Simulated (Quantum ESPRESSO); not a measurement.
**CeO2 (Fm-3m): modes at Γ and the response to a field**

Which modes does CeO2 (Fm-3m) have at the zone centre?

Program: Quantum ESPRESSO 7.5. Level of theory: DFT LDA, scalar-relativistic, plane waves, JTH PAW pseudopotentials. Results are calculated unless marked as measured.

The experiments to compare with:

For CeO2, cubic fluorite (NIST standard powder, 100 micrometre thin sample, 25 keV beam), “New synchrotron powder diffraction facility for long-duration experiments” (2017, pmc:5294393) gives, by synchrotron X-ray powder diffraction, refinement: lattice constant a (cubic a, average of weekly measurements over 17 weeks) 5.41168 ± 2e-05 Å [Average of repeated refinements on a certified reference powder (certified a = 5.41165 …].

For CeO2, fluorite (strain-free reference powder, 300 K), “Probing individual layers in functional oxide multilayers by wavelength-dependent Raman scattering” (2012, arxiv:1205.3334) gives, by Raman scattering: Raman mode (F2g) about 465 cm⁻¹.

## 1. The starting structure

It takes space group Fm-3m (No. 225, cubic). Conventional cell: a = 5.407 Å, b = 5.407 Å, c = 5.407 Å, α = 90.00°, β = 90.00°, γ = 90.00°. Nearest to Ce lie 8 O at 2.34 Å. Nearest to O lie 4 Ce at 2.34 Å. Farther neighbours and most contacts between anions are not listed.

## 2. A probe with smearing

Before anything dear is run, a loose run with smearing shows whether this is a metal and how far the cell is from rest.

Input file probe.in:

```
&control
   calculation = 'scf'
   prefix = 'x'
   outdir = './tmp'
   pseudo_dir = './pseudo'
   tprnfor = .true.
   tstress = .true.
   verbosity = 'high'
/
&system
   ibrav = 0
   nat = 3
   ntyp = 2
   ecutwfc = 50.0
   ecutrho = 250.0
   occupations = 'smearing'
   smearing = 'gaussian'
   degauss = 0.01
/
&electrons
   conv_thr = 1.0d-07
   mixing_beta = 0.7
   electron_maxstep = 100
/
ATOMIC_SPECIES
 Ce    140.1160  Ce.upf
 O      15.9990  O.upf
CELL_PARAMETERS angstrom
     0.000000000    2.703650000    2.703650000
     2.703650000    0.000000000    2.703650000
     2.703650000    2.703650000    0.000000000
ATOMIC_POSITIONS crystal
 Ce     0.000000000   0.000000000   0.000000000
 O      0.250000000   0.250000000   0.250000000
 O      0.750000000   0.750000000   0.750000000
K_POINTS automatic
 6 6 6 0 0 0
```

Command:

```bash
OMP_NUM_THREADS=1 mpirun -n 4 pw.x -nk 4 -in probe.in > probe.out
```

The program printed:

```text
[banners, grids, parts of the stress and lines that vanish by symmetry left out]
Program PWSCF v.7.5
     file Ce.upf: wavefunction(s)  6S 0P 5D 0D 0F renormalized
     file O.upf: wavefunction(s)  0S 2P 0P renormalized
[...]
kinetic-energy cutoff     =      50.0000  Ry
     charge density cutoff     =     250.0000  Ry
     scf convergence threshold =      1.0E-07
[...]
Exchange-correlation= SLA PW NOGX NOGC
                           (   1   4   0   0   0   0   0)
[...]
48 Sym. Ops., with inversion, found
[...]
(     0          1          0      )
                  (     0          0          1      )
[...]
( -0.0000000  1.0000000  0.0000000 )
                  ( -0.0000000  0.0000000  1.0000000 )
[...]
(     1          0         -1      )
                  (     0          0         -1      )
[...]
(     0          1         -1      )
[...]
( -1.0000000  0.0000000 -0.0000000 )
                  ( -0.0000000  1.0000000 -0.0000000 )
[...]
number of k points=    16  Gaussian smearing, width (Ry)=  0.0100
[...]
c_bands:  1 eigenvalues not converged
[...]
End of self-consistent calculation
[...]
the Fermi energy is    11.2164 ev
!    total energy              =    -550.80405274 Ry
[...]
convergence has been achieved in  29 iterations
[...]
atom    1 type  1   force =     0.00000000    0.00000000   -0.00000000
     atom    2 type  2   force =     0.00000000    0.00000000    0.00000000
     atom    3 type  2   force =     0.00000000    0.00000000    0.00000000
[...]
Total force =     0.000000     Total SCF correction =     0.000000
[...]
total   stress  (Ry/bohr**3)                   (kbar)     P=      -22.11
[...]
XML data file, charge density, pseudopotentials, collected wavefunctions

   JOB DONE.
```

The job ended after 12 s (4 MPI ranks of Arm Neoverse V2, shared host; 46 s of CPU time).

Read from the output:

* volume per atom: 13.18 Å³
* pressure: -2.211 GPa
* gap on the k-mesh: 2.023 eV

A gap of 2.0 eV opens on this mesh, so the crystal is taken as an insulator; the start stands at -2.2 GPa.

## 3. Relaxation

The relaxation runs at a cutoff a fifth above that of the response, since stress converges more slowly with the basis than frequencies do. Forces and stress are brought to rest with tight thresholds.

Input file relax.in:

```
&control
   calculation = 'vc-relax'
   prefix = 'x'
   outdir = './tmp'
   pseudo_dir = './pseudo'
   tprnfor = .true.
   tstress = .true.
   forc_conv_thr = 2.0d-05
   etot_conv_thr = 1.0d-07
   nstep = 40
/
&system
   ibrav = 0
   nat = 3
   ntyp = 2
   ecutwfc = 60
   ecutrho = 300.0
   occupations = 'fixed'
   nbnd = 14
/
&electrons
   conv_thr = 1.0d-11
   mixing_beta = 0.7
   electron_maxstep = 100
/
&ions
/
&cell
   press_conv_thr = 0.2
/
ATOMIC_SPECIES
 Ce    140.1160  Ce.upf
 O      15.9990  O.upf
CELL_PARAMETERS angstrom
     0.000000000    2.703650000    2.703650000
     2.703650000    0.000000000    2.703650000
     2.703650000    2.703650000    0.000000000
ATOMIC_POSITIONS crystal
 Ce     0.000000000   0.000000000   0.000000000
 O      0.250000000   0.250000000   0.250000000
 O      0.750000000   0.750000000   0.750000000
K_POINTS automatic
 8 8 8 0 0 0
```

Command:

```bash
OMP_NUM_THREADS=1 mpirun -n 4 pw.x -nk 4 -in relax.in > relax.out
```

The program printed:

```text
[banners, grids, parts of the stress and lines that vanish by symmetry left out]
[banner, memory and clock lines left out]
Program PWSCF v.7.5

[...]
kinetic-energy cutoff     =      60.0000  Ry
     charge density cutoff     =     300.0000  Ry
     scf convergence threshold =      1.0E-11
[...]
energy convergence thresh.=      1.0E-07
     force convergence thresh. =      2.0E-05
     press convergence thresh. =      2.0E-01
     Exchange-correlation= SLA PW NOGX NOGC
                           (   1   4   0   0   0   0   0)
[...]
48 Sym. Ops., with inversion, found
[...]
number of k points=    29
[...]
c_bands:  2 eigenvalues not converged
[...]
End of self-consistent calculation
[...]
highest occupied, lowest unoccupied level (ev):    10.5008   12.4076
!    total energy              =    -550.80646459 Ry
[...]
convergence has been achieved in  39 iterations
[...]
atom    1 type  1   force =     0.00000000    0.00000000   -0.00000000
     atom    2 type  2   force =    -0.00000000    0.00000000    0.00000000
     atom    3 type  2   force =     0.00000000   -0.00000000   -0.00000000
     Total force =     0.000000     Total SCF correction =     0.000000
[...]
total   stress  (Ry/bohr**3)                   (kbar)     P=      -23.06
[...]
number of bfgs steps    =   0
[...]
CELL_PARAMETERS (angstrom)
[...]
ATOMIC_POSITIONS (crystal)
Ce              -0.0000000000       -0.0000000000        0.0000000000
O                0.2500000000        0.2500000000        0.2500000000
O                0.7500000000        0.7500000000        0.7500000000
[...]
New effective cutoffs (rho, wfc):  301.81   60.47
[...]
End of self-consistent calculation
[...]
highest occupied, lowest unoccupied level (ev):    10.6939   12.6331
!    total energy              =    -550.80670471 Ry
[...]
convergence has been achieved in  37 iterations
[...]
atom    1 type  1   force =    -0.00000000    0.00000000   -0.00000000
     atom    2 type  2   force =    -0.00000000    0.00000000    0.00000000
     atom    3 type  2   force =     0.00000000   -0.00000000   -0.00000000
     Total force =     0.000000     Total SCF correction =     0.000000
[...]
total   stress  (Ry/bohr**3)                   (kbar)     P=        0.69
[...]
number of bfgs steps    =   1
[...]
CELL_PARAMETERS (angstrom)
[...]
ATOMIC_POSITIONS (crystal)
Ce              -0.0000000000       -0.0000000000        0.0000000000
[...]
New effective cutoffs (rho, wfc):  301.74   60.46
[...]
End of self-consistent calculation
[...]
highest occupied, lowest unoccupied level (ev):    10.6883   12.6266
!    total energy              =    -550.80670492 Ry
[...]
convergence has been achieved in  26 iterations
[...]
atom    1 type  1   force =    -0.00000000    0.00000000    0.00000000
     atom    2 type  2   force =     0.00000000    0.00000000    0.00000000
     atom    3 type  2   force =    -0.00000000    0.00000000    0.00000000
     Total force =     0.000000     Total SCF correction =     0.000000
[...]
total   stress  (Ry/bohr**3)                   (kbar)     P=       -0.01
[...]
number of bfgs steps    =   2
[...]
small trust_radius: resetting bfgs history
[...]
CELL_PARAMETERS (angstrom)
[...]
ATOMIC_POSITIONS (crystal)
[...]
New effective cutoffs (rho, wfc):  301.74   60.46
[...]
End of self-consistent calculation
[...]
highest occupied, lowest unoccupied level (ev):    10.6884   12.6267
!    total energy              =    -550.80670492 Ry
[...]
convergence has been achieved in  30 iterations
[...]
atom    1 type  1   force =     0.00000000    0.00000000    0.00000000
     atom    2 type  2   force =     0.00000000   -0.00000000   -0.00000000
     atom    3 type  2   force =     0.00000000    0.00000000   -0.00000000
     Total force =     0.000000     Total SCF correction =     0.000000
[...]
total   stress  (Ry/bohr**3)                   (kbar)     P=        0.00
[...]
bfgs converged in   4 scf cycles and   3 bfgs steps
[...]
End of BFGS Geometry Optimization
     Final enthalpy           =    -550.8067049162 Ry
     File ./tmp/x.bfgs deleted, as requested
[...]
CELL_PARAMETERS (angstrom)
[...]
ATOMIC_POSITIONS (crystal)
[...]
O                0.2500000000        0.2500000000        0.2500000000
O                0.7500000000        0.7500000000        0.7500000000
[...]
Final scf calculation at the relaxed structure.
[...]
kinetic-energy cutoff     =      60.0000  Ry
     charge density cutoff     =     300.0000  Ry
     scf convergence threshold =      1.0E-13
[...]
press convergence thresh. =      2.0E-01
     Exchange-correlation= SLA PW NOGX NOGC
                           (   1   4   0   0   0   0   0)
[...]
48 Sym. Ops., with inversion, found
[...]
number of k points=    29
[...]
End of self-consistent calculation
[...]
highest occupied, lowest unoccupied level (ev):    10.6885   12.6267
!    total energy              =    -550.80660377 Ry
[...]
convergence has been achieved in  73 iterations
[...]
atom    1 type  1   force =     0.00000000    0.00000000   -0.00000000
     atom    2 type  2   force =     0.00000000   -0.00000000    0.00000000
     atom    3 type  2   force =    -0.00000000    0.00000000   -0.00000000
     Total force =     0.000000     Total SCF correction =     0.000000
[...]
total   stress  (Ry/bohr**3)                   (kbar)     P=       -0.15
[...]
XML data file, charge density, pseudopotentials, collected wavefunctions
```

It took 2.1 min on 4 MPI ranks.

Step by step:

```tsv
step	energy less that of the first step (eV)	largest force (eV/Å)	pressure (GPa)	volume (Å³)
1	0.0000	0.0000	-2.31	39.53
2	-0.0033	0.0000	0.07	39.06
3	-0.0033	0.0000	0.00	39.08
4	-0.0033	0.0000	0.00	39.08
5	-0.0019	0.0000	-0.01	39.08
```

```tsv
conventional cell, symmetrised	before	after	change
a (Å)	5.407	5.387	-0.4 %
b (Å)	5.407	5.387	-0.4 %
c (Å)	5.407	5.387	-0.4 %
volume (Å³/atom)	13.18	13.03	-1.1 %
```

The relaxed structure:

```
Ce O
1.0
     0.00000    2.69336    2.69336
     2.69336    0.00000    2.69336
     2.69336    2.69336    0.00000
Ce O
1 2
Cartesian
  0.0000 0.0000 0.0000
  1.3467 1.3467 1.3467
  4.0400 4.0400 4.0400
```

The last row of the table of steps is pw.x's closing run on a basis chosen anew for the final cell, so its energy can jump.

Read from the output:

| Property | Result |
| --- | --- |
| volume per atom | 13.03 Å³ |
| pressure | -0.015 GPa |
| gap on the k-mesh | 1.938 eV |

The volume changes by -1.1 % from the cell with which this run began.

## 4. Self-consistent run for the response

Perturbation theory inherits every error of the wavefunctions, so the threshold is set near the limit of the arithmetic. With a gap, occupations are fixed, which also allows the response to an electric field.

Input file scf.in:

```
&control
   calculation = 'scf'
   prefix = 'x'
   outdir = './tmp'
   pseudo_dir = './pseudo'
   tprnfor = .true.
   tstress = .true.
/
&system
   ibrav = 0
   nat = 3
   ntyp = 2
   ecutwfc = 50.0
   ecutrho = 250.0
   occupations = 'fixed'
   nbnd = 14
/
&electrons
   conv_thr = 1.0d-12
   mixing_beta = 0.7
   electron_maxstep = 100
/
ATOMIC_SPECIES
 Ce    140.1160  Ce.upf
 O      15.9990  O.upf
CELL_PARAMETERS angstrom
     0.000000000    2.693356254    2.693356254
     2.693356254    0.000000000    2.693356254
     2.693356254    2.693356254    0.000000000
ATOMIC_POSITIONS crystal
 Ce     0.000000000   0.000000000   0.000000000
 O      0.250000000   0.250000000   0.250000000
 O      0.750000000   0.750000000   0.750000000
K_POINTS automatic
 8 8 8 0 0 0
```

Command:

```bash
OMP_NUM_THREADS=1 mpirun -n 4 pw.x -nk 4 -in scf.in > scf.out
```

The program printed:

```text
[banners, grids, parts of the stress and lines that vanish by symmetry left out]
[banner, memory and clock lines left out]
Program PWSCF v.7.5

[...]
kinetic-energy cutoff     =      50.0000  Ry
     charge density cutoff     =     250.0000  Ry
     scf convergence threshold =      1.0E-12
[...]
Exchange-correlation= SLA PW NOGX NOGC
                           (   1   4   0   0   0   0   0)
[...]
48 Sym. Ops., with inversion, found
[...]
number of k points=    29
[...]
c_bands:  1 eigenvalues not converged
[...]
End of self-consistent calculation
[...]
highest occupied, lowest unoccupied level (ev):    10.6894   12.6278
!    total energy              =    -550.80419869 Ry
[...]
convergence has been achieved in  56 iterations
[...]
atom    1 type  1   force =     0.00000000    0.00000000    0.00000000
     atom    2 type  2   force =    -0.00000000   -0.00000000    0.00000000
     atom    3 type  2   force =    -0.00000000    0.00000000    0.00000000
     Total force =     0.000000     Total SCF correction =     0.000000
[...]
total   stress  (Ry/bohr**3)                   (kbar)     P=        0.52
[...]
XML data file, charge density, pseudopotentials, collected wavefunctions
```

Wall time 31 s (4 MPI ranks).

Read from the output:

```yaml
pressure: 0.05200 GPa
```

The cell stands at 0.052 GPa, close enough for phonons.

(Continued in part 2 of 2.)

[Host names and launcher messages were left out of these logs when they were recorded.]

[Logs are printed without paths, hosts, clocks, repeated set-up lines and the standing remarks that a program may print on its own settings, such as how far it seeks lower states.]

[Hosts, paths, dates, database ids (printed as entryN), source tags and the programs' standing remarks are cut or masked in the printed files.]
